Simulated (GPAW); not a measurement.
**Core-hole calculation of the Ti K edge in BaTiO3 (P4mm)**

How does the Ti K edge of BaTiO3 (P4mm) move when the bonds are compressed or stretched?

Program: GPAW 26.7.0. Level of theory: X-ray absorption from dipole matrix elements to empty bands, plane-wave PAW LDA. Results are calculated unless marked as measured.

The database entry behind the starting cell differs from later determinations by our own check (c/a about 0.6 % short), so it need not match the best structure at ambient conditions.

**1. The structure**

Symmetry: P4mm, No. 99, tetragonal system. Conventional cell: a = 4.000 Å, b = 4.000 Å, c = 4.018 Å, α = 90.00°, β = 90.00°, γ = 90.00°. Ba has 12 O at 2.79 to 2.88 Å nearest. Nearest to Ti lie 6 O at 1.89 to 2.13 Å. O has 2 Ti at 2.00 Å and 4 Ba at 2.79 to 2.88 Å nearest. Nearest to O lie 2 Ti at 1.89 to 2.13 Å and 4 Ba at 2.83 Å. Farther neighbours and most contacts between anions are not listed.

Coordinates:

```cif
data_structure
_symmetry_space_group_name_H-M 'P4mm'
_symmetry_Int_Tables_number 99
_cell_length_a 3.9998
_cell_length_b 3.9998
_cell_length_c 4.0180
_cell_angle_alpha 90.000
_cell_angle_beta 90.000
_cell_angle_gamma 90.000
_cell_volume 64.28
loop_
_atom_site_label
_atom_site_type_symbol
_atom_site_symmetry_multiplicity
_atom_site_Wyckoff_symbol
_atom_site_fract_x
_atom_site_fract_y
_atom_site_fract_z
_atom_site_occupancy
Ba1 Ba 1 a 0.00000 0.00000 0.00000 1
Ti1 Ti 1 b 0.50000 0.50000 0.49000 1
O1 O 2 c 0.00000 0.50000 0.51700 1
O2 O 1 b 0.50000 0.50000 0.01900 1
```

**2. Ground state of the crystal**

A plain self-consistent run shows whether there is a gap, which decides the set-up of the core-hole run.

The input, scf.py:

```python
import numpy as np
from ase import Atoms
from ase.parallel import parprint, paropen
from gpaw import GPAW, PW, FermiDirac, Mixer, MixerDif, setup_paths
from gpaw.test import gen
setup_paths.insert(0, '.')
gen('Ti', name='nch1s', xcname='LDA', corehole=(1, 0, 0), write_xml=True)
from gpaw.mpi import world
world.barrier()

atoms = Atoms('BaTiO3',
    cell=[[3.9998, 0, 0],
     [0, 3.9998, 0],
     [0, 0, 4.018]],
    scaled_positions=[[0, 0, 0],
     [0.5, 0.5, 0.49],
     [0, 0.5, 0.517],
     [0.5, 0, 0.517],
     [0.5, 0.5, 0.019]],
    pbc=True)
atoms.calc = calc = GPAW(legacy_gpaw=True, mode=PW(500, force_complex_dtype=True), xc='LDA', setups={1: 'nch1s'},
    kpts={'size': (6, 6, 6), 'gamma': True}, occupations=FermiDirac(0.05),
    charge=0, mixer=Mixer(0.1, 5, 50), maxiter=150,
    convergence={'density': 0.0001, 'eigenstates': 1e-6}, txt='scf.txt')
energy = atoms.get_potential_energy() + calc.get_reference_energy()
ef = calc.get_fermi_level()
out = dict(energy=energy, fermi=ef, forces=atoms.get_forces().tolist())
parprint(f'all-electron energy {energy:.4f} eV, Fermi level {ef:.4f} eV')
ev = np.array([[calc.get_eigenvalues(k, s) for k in range(len(calc.get_ibz_k_points()))] for s in range(calc.get_number_of_spins())])
out['homo'], out['lumo'], out['counts'] = ev[ev < ef].max(), ev[ev > ef].min(), sorted(set((ev < ef).sum((0, 2)).tolist()))
out['filled'] = (ev[:, 0] < ef).sum(1).tolist()
import json
with paropen('out.json', 'w') as f:
    json.dump(out, f)
```

On the command line:

```bash
OMP_NUM_THREADS=1 mpirun -n 4 gpaw python scf.py
```

Numbers of over 12 decimals in the logs are rounded to 6 here.

The log of the run:

```text
Input parameters:
  convergence: {density: 0.0001,
                eigenstates: 1e-06}
  kpts: {gamma: True,
         size: (6, 6, 6)}
  maxiter: 150
  mixer: {backend: pulay,
          beta: 0.1,
          method: separate,
          nmaxold: 5,
          weight: 50}
  mode: {ecut: 500.0,
         force_complex_dtype: True,
         name: pw}
  occupations: {fixmagmom: False,
                name: fermi-dirac,
                width: 0.05}
  setups: {1: nch1s}

Initialize ...

[... PAW data sets ...]

Reference energy: -250365.446810  # eV

Spin-paired calculation

[... convergence settings ...]
Symmetries present (total): 8
  [... symmetry matrices ...]

216 k-points: 6 x 6 x 6 Monkhorst-Pack grid + [1/12,1/12,1/12]
40 k-points in the irreducible part of the Brillouin zone
       k-points in crystal coordinates                weights
   0:     0.00000000    0.00000000    0.00000000          1/216
   1:     0.00000000    0.00000000    0.16666667          2/216
   2:     0.00000000    0.00000000    0.33333333          2/216
   3:     0.00000000    0.00000000    0.50000000          1/216
   4:     0.16666667    0.00000000    0.00000000          4/216
   5:     0.16666667    0.00000000    0.16666667          8/216
   6:     0.16666667    0.00000000    0.33333333          8/216
   7:     0.16666667    0.00000000    0.50000000          4/216
   8:     0.16666667    0.16666667    0.00000000          4/216
   9:     0.16666667    0.16666667    0.16666667          8/216
          ...
  39:     0.50000000    0.50000000    0.50000000          1/216

Wave functions: Plane wave expansion
  Cutoff energy: 500.000 eV
  Number of coefficients (min, max): 1616, 1647
  Pulay-stress correction: 0.000000 eV/Ang^3 (de/decut=0.000000)
  Using FFTW library
  Wavefunction extrapolation:
    Improved wavefunction reuse through dual PAW basis

Occupation numbers: Fermi-Dirac:
  width: 0.0500  # eV

Eigensolver
   Davidson(niter=2)

Densities:
  Coarse grid: 21*21*21 grid
  Fine grid: 42*42*42 grid
  Total Charge: 0.000000

Density mixing:
  Method: separate
  Backend: pulay
  Linear mixing parameter: 0.1
  old densities: 5
  Width of damping distribution: 1.1
  Damping of long wavelength oscillations: 50

[... Hamiltonian set-up ...]
Number of atoms: 5
Number of atomic orbitals: 30
Number of bands in calculation: 28
Number of valence electrons: 40
Bands to converge: occupied

... initialized

Initializing position-dependent things.

Density initialized from atomic densities
Creating initial wave functions:
  28 bands from LCAO basis set

Positions:
   0 Ba     0.000000    0.000000    0.000000    ( 0.0000,  0.0000,  0.0000)
   1 Ti     1.999900    1.999900    1.968820    ( 0.0000,  0.0000,  0.0000)
   2 O      0.000000    1.999900    2.077306    ( 0.0000,  0.0000,  0.0000)
   3 O      1.999900    0.000000    2.077306    ( 0.0000,  0.0000,  0.0000)
   4 O      1.999900    1.999900    0.076342    ( 0.0000,  0.0000,  0.0000)

Unit cell:
           periodic     x           y           z      points  spacing
  1. axis:    yes    3.999800    0.000000    0.000000    21     0.1905
  2. axis:    yes    0.000000    3.999800    0.000000    21     0.1905
  3. axis:    yes    0.000000    0.000000    4.018000    21     0.1913

  Lengths:   3.999800   3.999800   4.018000
  Angles:   90.000000  90.000000  90.000000

Effective grid spacing dv^(1/3) = 0.1908

iter:   1   -47.361030
iter:   2   -44.372271   -0.86  -0.96
iter:   3   -42.540228   -1.02  -1.10
iter:   4   -42.522454   -2.33  -1.45
iter:   5   -42.530477c  -2.13  -1.46
iter:   6   -42.582627   -1.80  -1.81
iter:   7   -42.437931   -2.15  -1.76
iter:   8   -42.414793   -3.51  -2.20
iter:   9   -42.414614   -4.43  -2.96
iter:  10   -42.414513c  -5.19  -3.11
iter:  11   -42.414520c  -5.48  -3.28
iter:  12   -42.414473c  -5.53  -3.33
iter:  13   -42.414457c  -6.83c -3.41
iter:  14   -42.414436c  -5.68  -3.48
iter:  15   -42.414434c  -6.51c -3.87
iter:  16   -42.414433c  -7.46c -4.41c

Converged after 16 iterations.

Dipole moment: (-0.000000, -0.000000, -2.708968) |e|*Ang

Energy contributions relative to reference atoms: (reference = -250365.446810)

Kinetic:        +29.364567
Potential:      -31.558303
External:        +0.000000
XC:             -40.380283
Entropy (-ST):   -0.000000
Local:           +0.159586
SIC:             +0.000000
--------------------------
Free energy:    -42.414433
Extrapolated:   -42.414433

Showing only first 2 kpts
 Kpt  Band  Eigenvalues  Occupancy
  0    18      7.02374    2.00000
  0    19      7.02374    2.00000
  0    20      9.02658    0.00000
  0    21      9.24767    0.00000

  1    18      6.91375    2.00000
  1    19      6.91375    2.00000
  1    20      9.06503    0.00000
  1    21      9.70684    0.00000

Fermi level: 8.19022

Gap: 1.723 eV
Transition (v -> c):
  (s=0, k=39, n=19, [0.50, 0.50, 0.50]) -> (s=0, k=0, n=20, [0.00, 0.00, 0.00])
Direct/indirect transitions are different
Direct gap: 2.003 eV
Transition at: (s=0, k=0, n=19, [0.00, 0.00, 0.00])

Forces in eV/Ang:
  0 Ba    0.00000    0.00000    0.01566
  1 Ti    0.00000    0.00000   -0.15088
  2 O     0.00000    0.00000   -0.09995
  3 O     0.00000    0.00000   -0.09995
  4 O     0.00000    0.00000    0.35492
Scalar-relativistic atomic LDA calculation for Ti (Titanium, Z=22)
Core hole in 1s state (1s occupation: 2.0)
600 radial gridpoints.
|------------------------------------------------|
|------------------------------------------------|
[... the atom generator's iteration count ...]

Energy contributions:
-------------------------
Kinetic:     +858.169401
XC:           -40.035523
Potential:  -1669.760805
-------------------------
Total:       -851.626927

state      eigenvalue         ekin         rmax
-----------------------------------------------
1s^2.0 :  -178.412898   235.142209        0.046
2s^2.0 :   -19.674824    40.676506        0.270
2p^6.0 :   -16.315972    39.591103        0.219
3s^2.0 :    -2.287902     8.427789        0.869
3p^6.0 :    -1.425558     7.161594        0.900
3d^2.0 :    -0.164024     3.704740        0.977
4s^2.0 :    -0.168799     0.875365        2.882
4p^0.0 :    -0.056429     0.465286        3.811
-----------------------------------------------
(units: Bohr and Hartree)

Generating PAW setup
Kinetic energy of the core from tauc = 793.509929
Cutoffs:
rc(s)=2.400
rc(p)=2.000
rc(d)=2.000
rc(vbar)=1.800
rc(comp)=2.300
rc(nct)=2.400

Kinetic energy of the core states: 789.184048
Charge: 0.0
Core electrons: 10.0
Valence electrons: 12.0
Pseudo-core charge: 0.000001
Shape function alpha=1.890
Pseudo-electron charge 6.382666
state    eigenvalue         norm
--------------------------------
3s(2) :    -2.287902     0.302066
4s(2) :    -0.168799     0.990650
3p(6) :    -1.425558     0.436626
4p(0) :    -0.056429     0.981035
3d(2) :    -0.164024     0.588737
*d    :     0.835976
--------------------------------

Diagonalizing with gridspacing h=0.050

state   all-electron     PAW
-------------------------------
3s:      -2.287902    -2.288205
3p:      -1.425558    -1.426242
3d:      -0.164024    -0.164519
*f:                    0.065395
-------------------------------
all-electron energy -250407.8612 eV, Fermi level 8.1902 eV
```

Elapsed: 12 s, on 4 MPI ranks of Arm Neoverse V2, shared host; peak memory 0.19 GiB.

The mesh shows a gap of 1.72 eV, so the hole is first treated in a charged cell, without the excited electron.

**3. Reference energy of the supercell**

The photon energy needs a difference of total energies, so the cell and mesh of the coming hole run are first run without a hole.

Changes to scf.py since step 2:

```diff
@@ -10,14 +10,19 @@
 
-atoms = Atoms('BaTiO3',
-    cell=[[3.9998, 0, 0],
-     [0, 3.9998, 0],
-     [0, 0, 4.018]],
+atoms = Atoms('Ba2Ti2O6',
+    cell=[[-3.9998, 3.9998, 0],
+     [-3.9998, -3.9998, 0],
+     [3.9998, 0, 4.018]],
     scaled_positions=[[0, 0, 0],
-     [0.5, 0.5, 0.49],
-     [0, 0.5, 0.517],
-     [0.5, 0, 0.517],
-     [0.5, 0.5, 0.019]],
+     [0.5, 0.5, 0],
+     [0.245, 0.745, 0.49],
+     [0.745, 0.245, 0.49],
+     [0.5085, 0.0085, 0.517],
+     [0.0085, 0.5085, 0.517],
+     [0.0085, 0.0085, 0.517],
+     [0.5085, 0.5085, 0.517],
+     [0.0095, 0.5095, 0.019],
+     [0.5095, 0.0095, 0.019]],
     pbc=True)
-atoms.calc = calc = GPAW(legacy_gpaw=True, mode=PW(500, force_complex_dtype=True), xc='LDA', setups={1: 'nch1s'},
-    kpts={'size': (6, 6, 6), 'gamma': True}, occupations=FermiDirac(0.05),
+atoms.calc = calc = GPAW(legacy_gpaw=True, mode=PW(500, force_complex_dtype=True), xc='LDA', setups={2: 'nch1s'},
+    kpts={'size': (4, 4, 4), 'gamma': True}, occupations=FermiDirac(0.02),
     charge=0, mixer=Mixer(0.1, 5, 50), maxiter=150,
```

The log of the run:

```text
Input parameters:
  convergence: {density: 0.0001,
                eigenstates: 1e-06}
  kpts: {gamma: True,
         size: (4, 4, 4)}
  maxiter: 150
  mixer: {backend: pulay,
          beta: 0.1,
          method: separate,
          nmaxold: 5,
          weight: 50}
  mode: {ecut: 500.0,
         force_complex_dtype: True,
         name: pw}
  occupations: {fixmagmom: False,
                name: fermi-dirac,
[...]
4s(2) :    -0.168799     0.990650
3p(6) :    -1.425558     0.436626
4p(0) :    -0.056429     0.981035
3d(2) :    -0.164024     0.588737
*d    :     0.835976
--------------------------------

Diagonalizing with gridspacing h=0.050

state   all-electron     PAW
-------------------------------
3s:      -2.287902    -2.288205
3p:      -1.425558    -1.426242
3d:      -0.164024    -0.164519
*f:                    0.065395
-------------------------------
all-electron energy -500815.7293 eV, Fermi level 8.1100 eV
[key lines of the parts left out:]
Converged after 15 iterations.
Dipole moment: (3.799648, -0.000000, -5.417127) |e|*Ang
Free energy:    -84.835654
Fermi level: 8.11002
```

Wall time 26 s (4 MPI ranks); peak memory 0.26 GiB.

Reference energy: -500815.729 eV with the cores included.

[end of part 1 of 3]

[Banner, clock and machine lines of the logs are left out without a mark of their own.]

[Logs are printed without paths, hosts, clocks, repeated set-up lines and the standing remarks that a program may print on its own settings, such as how far it seeks lower states.]

[Hosts, paths, dates, database ids (printed as entryN), source tags and the programs' standing remarks are cut or masked in the printed files.]

[Lists of maxima count a maximum above −3 eV only where it reaches 4 % of the highest in the window and stands out from its surroundings by 2 % of it (1.5 % where it reaches 55 %); shoulders and weaker maxima are passed over, and of the rest the first, up to two pre-edge ones and the few strongest are named.]
